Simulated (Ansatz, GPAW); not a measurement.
# Dielectric function and optical constants of Ca3GeP (model structure)

Aim: the dielectric function of Ca3GeP (model structure), and the optical constants that follow from it. The structure is a model built here, which may or may not match a known phase. It was built so: All N replaced by P in the Pm-3m structure of Ca3GeN. The cell is first relaxed with Ansatz.

Method: DFT, RPBE, plane-wave PAW (GPAW data sets), scalar-relativistic, RPA, optical limit, in GPAW 26.7.0.

### Step 1. Set-up

The structure is cubic, space group Pm-3m (No. 221). The conventional cell has a = 4.972 Å, b = 4.972 Å, c = 4.972 Å, α = 90.00°, β = 90.00°, γ = 90.00°. Ge has 12 Ca at 3.52 Å nearest. Nearest to Ca lie 2 P at 2.49 Å and 4 Ge at 3.52 Å and 8 Ca at 3.52 Å. Nearest to P lie 6 Ca at 2.49 Å. All N replaced by P in the Pm-3m structure of Ca3GeN. Farther neighbours are not listed.

Structure file:

```cif
data_structure
_symmetry_space_group_name_H-M 'P 1'
_symmetry_Int_Tables_number 1
_cell_length_a 4.9717
_cell_length_b 4.9717
_cell_length_c 4.9717
_cell_angle_alpha 90.000
_cell_angle_beta 90.000
_cell_angle_gamma 90.000
_cell_volume 122.89
loop_
_atom_site_label
_atom_site_type_symbol
_atom_site_fract_x
_atom_site_fract_y
_atom_site_fract_z
_atom_site_occupancy
Ge1 Ge 0.00000 0.00000 0.00000 1
Ca2 Ca 0.50000 0.50000 0.00000 1
Ca3 Ca 0.50000 0.00000 0.50000 1
Ca4 Ca 0.00000 0.50000 0.50000 1
P5 P 0.50000 0.50000 0.50000 1
```

### Step 2. Relaxation

The structure was built or cut out here, so it is relaxed before any spectrum is computed.

This step: DFT, RPBE, plane-wave PAW, default files, scalar-relativistic, relaxation (Ansatz 0.2.0).

Input file input.yaml:

```yaml
crystal:
  lattice:
    - [4.97167624, 0.0, 0.0]
    - [0.0, 4.97167624, 0.0]
    - [0.0, 0.0, 4.97167624]
  atoms:
    - { symbol: Ge, position: [0.0, 0.0, 0.0] }
    - { symbol: Ca, position: [0.5, 0.5, 0.0] }
    - { symbol: Ca, position: [0.5, 0.0, 0.5] }
    - { symbol: Ca, position: [0.0, 0.5, 0.5] }
    - { symbol: P, position: [0.5, 0.5, 0.5] }
kpoints:
  mp_grid: { grid: [5, 5, 5] }
scf:
  occupations: { method: fermi_dirac, width: 0.05 }
hamiltonian:
  xc: rpbe
output:
  forces: true
  stress: true
  write_density: true
  write_potential: true
  elf: true
  volumetric_format: npy
relax:
  f_tol: 0.02
  max_steps: 50
  cell: {}
```

Run with:

```console
$ ansatz run input.yaml --threads 1 --pin off --max-ram 4096MiB --backend cpu --events-out ev --progress --plain --runs-dir out
```

Numbers of over 12 decimals in the logs are rounded to 6 here.

Log:

```text
Engine: ansatz 0.2.0, x86_64-unknown-linux-gnu
Pseudopotentials: kind: paw
Pseudopotential: Ge, paw, valence charge 14, recommended cutoff 420 eV (normal), Ge.paw.azcp
Pseudopotential: Ca, paw, valence charge 10, recommended cutoff 420 eV (normal), Ca.paw.azcp
Pseudopotential: P, paw, valence charge 5, recommended cutoff 420 eV (normal), P.paw.azcp
Functional definition: RPBE
  parameter kappa = 0.804
  parameter beta = 0.066725
  exchange = rpbe_x(kappa = kappa, mu = beta*pi^2/3)
  correlation = pbe_c(beta = beta)
Crystal: 5 atoms, lattice volume = 122.888 Å³
Basis set: ecut = 420 eV, 2469 PW (Γ), exchange–correlation on 72×72×72 points (8 copies of the dense FFT grid, shifted against one another)
Bands: 30, of which v1, the nominal top of the filled ones, is band 25 counted from 1 (24 counted from 0)
Symmetry: 48 space group operations
Space group: Pm-3m (ITA 221), of the structure as read, at distance tolerance 5.0e-5 Å
k-points: 10 of 125
Non-local potential: Ge, projectors of the file, l = 0: 2, l = 1: 2, l = 2: 3, l = 3: 1
Non-local potential: Ca, projectors of the file, l = 0: 3, l = 1: 2, l = 2: 2
Non-local potential: P, projectors of the file, l = 0: 2, l = 1: 2, l = 2: 2
PAW form: soft (Blöchl's): semilocal exchange-correlation on the pseudo side does not see the compensation charge
PAW frozen core: Ge, regenerated for the run's functional, and the local potential with it (the file was generated under x = pbe(κ = 0.804, μ = 0.219515), c = pbe(β = 0.066725))
PAW frozen core: Ca, regenerated for the run's functional, and the local potential with it (the file was generated under x = pbe(κ = 0.804, μ = 0.219515), c = pbe(β = 0.066725))
PAW frozen core: P, regenerated for the run's functional, and the local potential with it (the file was generated under x = pbe(κ = 0.804, μ = 0.219515), c = pbe(β = 0.066725))
PAW one-centre angular grid: Ge, 590 points (default); XC on 64 Gauss nodes
PAW one-centre angular grid: Ca, 110 points (default); XC on 64 Gauss nodes
PAW one-centre angular grid: P, 110 points (default); XC on 64 Gauss nodes
Initial density: superposition of atomic densities (neutral atoms: chi_scale 0, normalization atom), corrected by the library's trained network
Initial wavefunctions: pseudopotential atomic-orbital guess
Functional: x = rpbe, c = pbe(β = 0.066725)
SCF iter   1: F=—  HF=-10524.771216 eV  |F-HF|=—  |Δ(HF+E_count)|=         —  Δρ=2.32e-3  dr2=1.42e-2  ethr=1.77e-3  ⟨swp⟩=10.6  Hψ=1610  notcnv=0
preconditioner: auto → Resta (q_TF=auto, 2.341 Å⁻¹)  ε∞=6.1  [insulator: Δε(μ)=0.206 eV  Ē_g=5.723 eV  σ=0.050 eV  W_gap=0.52  n_scr=26 (ndim 8)  ℏωp=13.0 eV  f_vac=0.000  D(μ)=4.88/eV (n_scr^D=32)  ε∞_Penn≈6.1]
SCF iter   2: F=—  HF=-10524.770231 eV  |F-HF|=—  |Δ(HF+E_count)|=   9.85e-4  Δρ=1.23e-3  dr2=2.47e-3  ethr=2.90e-5  ⟨swp⟩=3.2  Hψ=655  notcnv=0  defer=3
SCF iter   3: F=—  HF=-10524.770496 eV  |F-HF|=—  |Δ(HF+E_count)|=   2.66e-4  Δρ=5.22e-4  dr2=3.95e-4  ethr=5.03e-6  ⟨swp⟩=2.1  Hψ=451  notcnv=0  defer=6
SCF iter   4: F=—  HF=-10524.770560 eV  |F-HF|=—  |Δ(HF+E_count)|=   6.35e-5  Δρ=2.14e-4  dr2=8.43e-5  ethr=8.07e-7  ⟨swp⟩=2.0  Hψ=501  notcnv=0  defer=6
SCF iter   5: F=—  HF=-10524.770535 eV  |F-HF|=—  |Δ(HF+E_count)|=   2.45e-5  Δρ=5.87e-5  dr2=3.30e-6  ethr=1.72e-7  ⟨swp⟩=2.0  Hψ=506  notcnv=0  defer=5
SCF iter   6: F=—  HF=-10524.770536 eV  |F-HF|=—  |Δ(HF+E_count)|=   6.59e-7  Δρ=2.02e-5  dr2=5.42e-7  ethr=6.72e-9  ⟨swp⟩=2.0  Hψ=506  notcnv=0  defer=5
SCF iter   7: F=—  HF=-10524.770536 eV  |F-HF|=—  |Δ(HF+E_count)|=   1.82e-7  Δρ=9.96e-6  dr2=1.18e-7  ethr=2.04e-10  ⟨swp⟩=8.8  Hψ=1802  notcnv=0
SCF iter   8: F=-10524.770536 eV  HF=-10524.770536 eV  |F-HF|=2.70e-9  |Δ(HF+E_count)|=   4.15e-8  Δρ=2.40e-6  dr2=7.76e-9  ethr=2.04e-10  ⟨swp⟩=8.4  Hψ=1632  notcnv=0
SCF 1 converged in 8 iterations: F = -10524.770536 eV  dr2 = 7.76e-9
  greatest PAW one-centre occupation: 0.998 electrons in one spin orbital (limit 2), on the Ge atom at site 0 (counted from 0), in its partial waves of l = 2
relax step   1: F+E_penalty+E_count = -10524.77053631 eV  Δ(F+E_penalty+E_count) = +0.000e0 eV  max|allowed force component| = 2.096e-29 eV/Å  Δτ_max = 0.0000 Å  P = +15.472 GPa  Ω = 122.888 Å³  (8 SCF iters, dr2 threshold 1.00e-7 eV, accepted)
Crystal: 5 atoms, lattice volume = 141.750 Å³
Basis set: ecut = 420 eV, 2777 PW (Γ), exchange–correlation on 72×72×72 points (8 copies of the dense FFT grid, shifted against one another)
Initial density: handed on by an earlier stage of this run
Initial wavefunctions: those handed on with the density
iter 1 solved again at ethr=1.38e-3 eV; its pass at ethr=3.10e-3 eV (dr2=6.76e-1 eV) is discarded
SCF iter   1: F=—  HF=-10526.110509 eV  |F-HF|=—  |Δ(HF+E_count)|=         —  Δρ=1.02e-2  dr2=6.79e-1  ethr=1.38e-3  ⟨swp⟩=1.0  Hψ=1791  notcnv=0
preconditioner: auto → Resta (q_TF=auto, 2.286 Å⁻¹)  ε∞=5.8  [insulator: Δε(μ)=0.256 eV  Ē_g=5.512 eV  σ=0.050 eV  W_gap=0.59  n_scr=26 (ndim 8)  ℏωp=12.1 eV  f_vac=0.000  D(μ)=5.22/eV (n_scr^D=32)  ε∞_Penn≈5.8]
SCF iter   2: F=—  HF=-10525.965985 eV  |F-HF|=—  |Δ(HF+E_count)|=   1.45e-1  Δρ=3.30e-3  dr2=6.42e-2  ethr=1.38e-3  ⟨swp⟩=2.7  Hψ=407  notcnv=0
preconditioner: auto → Kerker (q_TF=auto, 2.286 Å⁻¹)  [metal: Δε(μ)=0.145 eV  Ē_g=5.515 eV  σ=0.050 eV  W_gap=0.48  n_scr=26 (ndim 8)  ℏωp=12.1 eV  f_vac=0.000  D(μ)=4.93/eV (n_scr^D=32)]
SCF iter   3: F=—  HF=-10525.952108 eV  |F-HF|=—  |Δ(HF+E_count)|=   1.39e-2  Δρ=1.71e-3  dr2=9.40e-3  ethr=1.31e-4  ⟨swp⟩=2.7  Hψ=653  notcnv=0  defer=9
SCF iter   4: F=—  HF=-10525.951788 eV  |F-HF|=—  |Δ(HF+E_count)|=   3.20e-4  Δρ=1.01e-3  dr2=2.98e-3  ethr=1.92e-5  ⟨swp⟩=2.0  Hψ=512  notcnv=0  defer=9
SCF iter   5: F=—  HF=-10525.951872 eV  |F-HF|=—  |Δ(HF+E_count)|=   8.44e-5  Δρ=2.95e-4  dr2=2.49e-4  ethr=6.09e-6  ⟨swp⟩=3.0  Hψ=498  notcnv=0  defer=9
SCF iter   6: F=—  HF=-10525.951758 eV  |F-HF|=—  |Δ(HF+E_count)|=   1.14e-4  Δρ=8.78e-5  dr2=1.38e-5  ethr=5.07e-7  ⟨swp⟩=2.0  Hψ=505  notcnv=0  defer=9
SCF iter   7: F=—  HF=-10525.951766 eV  |F-HF|=—  |Δ(HF+E_count)|=   8.12e-6  Δρ=3.52e-5  dr2=2.40e-6  ethr=2.82e-8  ⟨swp⟩=2.0  Hψ=510  notcnv=0  defer=9
SCF iter   8: F=-10525.951768 eV  HF=-10525.951768 eV  |F-HF|=9.53e-9  |Δ(HF+E_count)|=   1.62e-6  Δρ=7.07e-6  dr2=1.04e-7  ethr=1.02e-9  ⟨swp⟩=9.9  Hψ=1899  notcnv=0
SCF 2 converged in 8 iterations: F = -10525.951768 eV  dr2 = 1.04e-7
relax step   2: F+E_penalty+E_count = -10525.95176786 eV  Δ(F+E_penalty+E_count) = -1.181e0 eV  max|allowed force component| = 8.756e-30 eV/Å  Δτ_max = 0.0000 Å  P = +5.608 GPa  Ω = 141.750 Å³  energy of the carried Pulay correction = -1.553e-3 eV  (8 SCF iters, dr2 threshold 5.00e-7 eV, accepted)
Crystal: 5 atoms, lattice volume = 155.264 Å³
Basis set: ecut = 420 eV, 2969 PW (Γ), exchange–correlation on 72×72×72 points (8 copies of the dense FFT grid, shifted against one another)
iter 1 solved again at ethr=4.48e-4 eV; its pass at ethr=3.10e-3 eV (dr2=2.20e-1 eV) is discarded
SCF iter   1: F=—  HF=-10526.286730 eV  |F-HF|=—  |Δ(HF+E_count)|=         —  Δρ=5.49e-3  dr2=2.22e-1  ethr=4.48e-4  ⟨swp⟩=1.0  Hψ=1791  notcnv=0
preconditioner: auto → Kerker (q_TF=auto, 2.251 Å⁻¹)  [metal: Δε(μ)=0.135 eV  Ē_g=5.348 eV  σ=0.050 eV  W_gap=0.46  n_scr=26 (ndim 8)  ℏωp=11.5 eV  f_vac=0.000  D(μ)=5.13/eV (n_scr^D=32)]
SCF iter   2: F=—  HF=-10526.249878 eV  |F-HF|=—  |Δ(HF+E_count)|=   3.69e-2  Δρ=2.93e-3  dr2=6.89e-2  ethr=4.48e-4  ⟨swp⟩=2.3  Hψ=383  notcnv=0
SCF iter   3: F=—  HF=-10526.234430 eV  |F-HF|=—  |Δ(HF+E_count)|=   1.54e-2  Δρ=1.28e-3  dr2=6.05e-3  ethr=1.41e-4  ⟨swp⟩=3.0  Hψ=651  notcnv=0  defer=8
SCF iter   4: F=—  HF=-10526.232929 eV  |F-HF|=—  |Δ(HF+E_count)|=   1.50e-3  Δρ=7.12e-4  dr2=2.01e-3  ethr=1.23e-5  ⟨swp⟩=2.0  Hψ=503  notcnv=0  defer=8
SCF iter   5: F=—  HF=-10526.232688 eV  |F-HF|=—  |Δ(HF+E_count)|=   2.40e-4  Δρ=2.24e-4  dr2=1.40e-4  ethr=4.10e-6  ⟨swp⟩=2.2  Hψ=390  notcnv=0  defer=8
SCF iter   6: F=—  HF=-10526.232528 eV  |F-HF|=—  |Δ(HF+E_count)|=   1.60e-4  Δρ=7.40e-5  dr2=1.00e-5  ethr=2.85e-7  ⟨swp⟩=2.0  Hψ=508  notcnv=0  defer=8
SCF iter   7: F=—  HF=-10526.232533 eV  |F-HF|=—  |Δ(HF+E_count)|=   4.76e-6  Δρ=2.90e-5  dr2=2.00e-6  ethr=2.05e-8  ⟨swp⟩=2.0  Hψ=508  notcnv=0  defer=8
SCF iter   8: F=-10526.232534 eV  HF=-10526.232534 eV  |F-HF|=3.92e-9  |Δ(HF+E_count)|=   1.16e-6  Δρ=6.98e-6  dr2=9.23e-8  ethr=1.02e-9  ⟨swp⟩=9.9  Hψ=1991  notcnv=0
SCF 3 converged in 8 iterations: F = -10526.232534 eV  dr2 = 9.23e-8
relax step   3: F+E_penalty+E_count = -10526.23253387 eV  Δ(F+E_penalty+E_count) = -2.808e-1 eV  max|allowed force component| = 1.440e-29 eV/Å  Δτ_max = 0.0000 Å  P = +1.353 GPa  Ω = 155.264 Å³  energy of the carried Pulay correction = -2.537e-3 eV  (8 SCF iters, dr2 threshold 5.00e-7 eV, accepted)
[...]
relax step   4: F+E_penalty+E_count = -10526.25505384 eV  Δ(F+E_penalty+E_count) = -2.252e-2 eV  max|allowed force component| = 1.088e-29 eV/Å  Δτ_max = 0.0000 Å  P = +0.183 GPa  Ω = 160.112 Å³  energy of the carried Pulay correction = -2.868e-3 eV  (7 SCF iters, dr2 threshold 5.00e-7 eV, accepted)
[...]
relax step   5: F+E_penalty+E_count = -10526.25546673 eV  Δ(F+E_penalty+E_count) = -4.129e-4 eV  max|allowed force component| = 1.279e-29 eV/Å  Δτ_max = 0.0000 Å  P = +0.007 GPa  Ω = 160.898 Å³  energy of the carried Pulay correction = -2.920e-3 eV  (6 SCF iters, dr2 threshold 8.37e-8 eV, accepted)
[...]
relax step   6: F+E_penalty+E_count = -10526.26946876 eV  Δ(F+E_penalty+E_count) = -1.400e-2 eV  max|allowed force component| = 7.889e-30 eV/Å  Δτ_max = 0.0000 Å  P = +0.172 GPa  Ω = 160.898 Å³  stress off target by 1.72e-1 GPa  SCF on the basis re-selected at this cell (its energy is not comparable with the rows above)  (10 SCF iters)
[...]
relax step   7: F+E_penalty+E_count = -10526.26985126 eV  Δ(F+E_penalty+E_count) = -3.825e-4 eV  max|allowed force component| = 6.669e-29 eV/Å  Δτ_max = 0.0000 Å  P = +0.012 GPa  Ω = 161.673 Å³  energy of the carried Pulay correction = -6.065e-5 eV  (6 SCF iters, dr2 threshold 7.39e-8 eV, accepted)
iter 1 solved again at ethr=2.61e-7 eV; its pass at ethr=3.10e-3 eV (dr2=1.28e-4 eV) is discarded
SCF iter   1: F=—  HF=-10526.269363 eV  |F-HF|=—  |Δ(HF+E_count)|=         —  Δρ=1.10e-4  dr2=4.35e-7  ethr=2.61e-7  ⟨swp⟩=4.3  Hψ=2577  notcnv=0
preconditioner: auto → Kerker (q_TF=auto, 2.236 Å⁻¹)  [metal: Δε(μ)=0.011 eV  Ē_g=5.274 eV  σ=0.050 eV  W_gap=0.06  n_scr=26 (ndim 8)  ℏωp=11.3 eV  f_vac=0.000  D(μ)=5.19/eV (n_scr^D=32)]
SCF iter   2: F=—  HF=-10526.269804 eV  |F-HF|=—  |Δ(HF+E_count)|=   4.41e-4  Δρ=5.54e-5  dr2=1.17e-7  ethr=8.88e-10  ⟨swp⟩=2.2  Hψ=558  notcnv=0
SCF iter   3: F=—  HF=-10526.269920 eV  |F-HF|=—  |Δ(HF+E_count)|=   1.16e-4  Δρ=2.53e-6  dr2=4.20e-9  ethr=2.38e-10  ⟨swp⟩=2.0  Hψ=464  notcnv=0
SCF iter   4: F=—  HF=-10526.269920 eV  |F-HF|=—  |Δ(HF+E_count)|=   1.80e-7  Δρ=7.65e-7  dr2=1.50e-9  ethr=8.56e-12  ⟨swp⟩=2.0  Hψ=519  notcnv=0
SCF iter   5: F=—  HF=-10526.269920 eV  |F-HF|=—  |Δ(HF+E_count)|=   4.10e-9  Δρ=4.03e-7  dr2=3.86e-10  ethr=3.05e-12  ⟨swp⟩=2.0  Hψ=511  notcnv=0
SCF iter   6: F=-10526.269920 eV  HF=-10526.269920 eV  |F-HF|=5.64e-11  |Δ(HF+E_count)|=  3.27e-11  Δρ=1.59e-7  dr2=2.45e-11  ethr=1.00e-12  ⟨swp⟩=5.9  Hψ=1562  notcnv=0
SCF 8 converged in 6 iterations: F = -10526.269920 eV  dr2 = 2.45e-11
relax step   8: F+E_penalty+E_count = -10526.26992015 eV  Δ(F+E_penalty+E_count) = -6.890e-5 eV  max|allowed force component| = 6.669e-29 eV/Å  Δτ_max = 0.0000 Å  P = +0.012 GPa  Ω = 161.673 Å³  stress off target by 1.16e-2 GPa  SCF on the basis re-selected at this cell (its energy is not comparable with the rows above)  (6 SCF iters)
basis re-selected at this cell: Δ(F+E_penalty+E_count) = -6.890e-5 eV, ΔP = -0.000 GPa vs the last step (what re-selecting the basis moved, of the pressure what is left beyond the Pulay correction that the steps carried, after the strain that the cell walked since its last selection, with what the two solves' SCF thresholds leave and, on support functions, any second-order correction that the steps lacked; it is no m [...]
SCF converged after 6 iterations
Free energy (F): -10526.269920 eV
Harris-Foulkes:  -10526.269920 eV  (|F-HF|=5.64e-11)
Internal energy: -10526.230459 eV  (E = F + TS)
E sigma→0 (E₀):  -10526.250190 eV
Entropy (-TS):   -0.039461 eV (-7.892 meV/atom)
Fermi energy:    5.304355 eV
--- Per-component energies (eV) ---
  E_band       = -670.178286
  E_kinetic    = 1011.690925
  E_local      = -5213.960662  (includes V_loc(G=0)·N_el)
  E_nonlocal   = 636.444299
  E_hartree    = 2019.209746
  E_xc         = -548.885326
  E_vxc        = -636.513885  (∫ρ·V_xc dr)
  E_paw        = -5181.648827  (= ΣΔE_a)
  E_vpaw       = -506.258933  (= ΣTr[D̂ρ^β])
  E_aug_tail   = 0.000292  (compensation charges beyond the density's cutoff)
  E_ewald      = -3248.714725
  E_core_change = -0.366181  (= ΣΔE_core)
  E_smearing   = -0.039461  (= −TS)
  E_closure    = -0.000000  (closes the sum)
  Σ components = -10526.269920   (vs F -10526.269920, Δ=0.00e0)
--- Forces (eV/Å), atoms counted from 1 ---
  atom   1  Ge    -0.00000000     0.00000000    -0.00000000
  atom   2  Ca     0.00000000    -0.00000000     0.00000000
  atom   3  Ca     0.00000000     0.00000000     0.00000000
  atom   4  Ca     0.00000000    -0.00000000     0.00000000
  atom   5  P      0.00000000     0.00000000     0.00000000
  max |Σ_I F_I| component: 2.56e-28 eV/Å
--- Stress (GPa, compression-positive) ---
        0.011618       0.000000       0.000000
        0.000000       0.011618       0.000000
        0.000000       0.000000       0.011618
  P = ⅓ Tr σ = 0.0116 GPa (0.116 kbar)
--- Band table (eV; the first three rows and the last of 10) ---
  k-point 0: bands = [... 21 lower, 3.7960, 6.0628, 6.0953, 6.0953, 6.0953, 6.3719, 6.3719, 6.7035, ... 1 higher]
  k-point 1: bands = [... 21 lower, 3.7866, 4.7801, 5.6460, 5.6460, 6.5575, 6.5844, 6.7843, 7.3710, ... 1 higher]
  k-point 2: bands = [... 21 lower, 3.7717, 3.9216, 5.2978, 5.2978, 6.9422, 7.0576, 7.0787, 8.1776, ... 1 higher]
  k-point 9: bands = [... 21 lower, 2.5200, 4.6043, 4.6043, 4.6553, 7.5835, 7.7161, 7.7161, 8.1091, ... 1 higher]
--- Relaxed structure (6 steps of the walk, 6 accepted, 2 SCFs on fresh bases) ---
  F+E_penalty+E_count = -10526.26992015 eV   max|allowed force component| = 6.669e-29 eV/Å   (the final SCF, on the basis selected at the relaxed cell)
  cell:  # Å, volume = 161.6727 Å³
    - [5.447688, 0, 0]
    - [0, 5.447688, 0]
    - [0, 0, 5.447688]
  atoms:
    - { symbol: Ge, position: [0, 0, 0] }
    - { symbol: Ca, position: [0.500000, 0.500000, 0] }
    - { symbol: Ca, position: [0.500000, 0, 0.500000] }
    - { symbol: Ca, position: [0, 0.500000, 0.500000] }
    - { symbol: P, position: [0.500000, 0.500000, 0.500000] }
```

It took 19 s on 1 thread of AMD EPYC 9R14 (Zen 4), shared host; peak memory 0.48 GiB.

Step by step:

| step | energy less that of the first step (eV) | largest force component (eV/Å) | pressure (GPa) | volume (Å³) |
| --- | --- | --- | --- | --- |
| 1 | 0.0000 | 0.0000 | 15.47 | 122.89 |
| 2 | -1.1812 | 0.0000 | 5.61 | 141.75 |
| 3 | -1.4620 | 0.0000 | 1.35 | 155.26 |
| 4 | -1.4845 | 0.0000 | 0.18 | 160.11 |
| 5 | -1.4849 | 0.0000 | 0.01 | 160.90 |
| 6* | -1.4989 | 0.0000 | 0.17 | 160.90 |
| 7 | -1.4993 | 0.0000 | 0.01 | 161.67 |
| 8* | -1.4994 | 0.0000 | 0.01 | 161.67 |

Relaxation steps marked * repeat the geometry before them on a plane-wave basis chosen anew for their cell, so energy and pressure can jump there.

The run keeps the 48 symmetry operations that it works with, so distortions that break them were not tested.

| conventional cell, symmetrised | before | after | change |
| --- | --- | --- | --- |
| a (Å) | 4.972 | 5.448 | +9.6 % |
| b (Å) | 4.972 | 5.448 | +9.6 % |
| c (Å) | 4.972 | 5.448 | +9.6 % |
| volume (Å³/atom) | 24.58 | 32.33 | +31.6 % |

The relaxed structure:

```xyz
5
Lattice="5.4477 0.0000 0.0000 0.0000 5.4477 0.0000 0.0000 0.0000 5.4477" Properties=species:S:1:pos:R:3 pbc="T T T"
Ge    0.0000    0.0000    0.0000
Ca    2.7238    2.7238    0.0000
Ca    2.7238    0.0000    2.7238
Ca    0.0000    2.7238    2.7238
P     2.7238    2.7238    2.7238
```

The relaxation ends with a pressure of 0.01 GPa.

[end of part 1 of 3]

[Machine, clock and banner lines and Python warnings are left out of the logs.]

[Logs are printed without paths, hosts, clocks, repeated set-up lines and the standing remarks that a program may print on its own settings, such as how far it seeks lower states.]

[Hosts, paths, dates, database ids (printed as entryN), source tags and the programs' standing remarks are cut or masked in the printed files.]
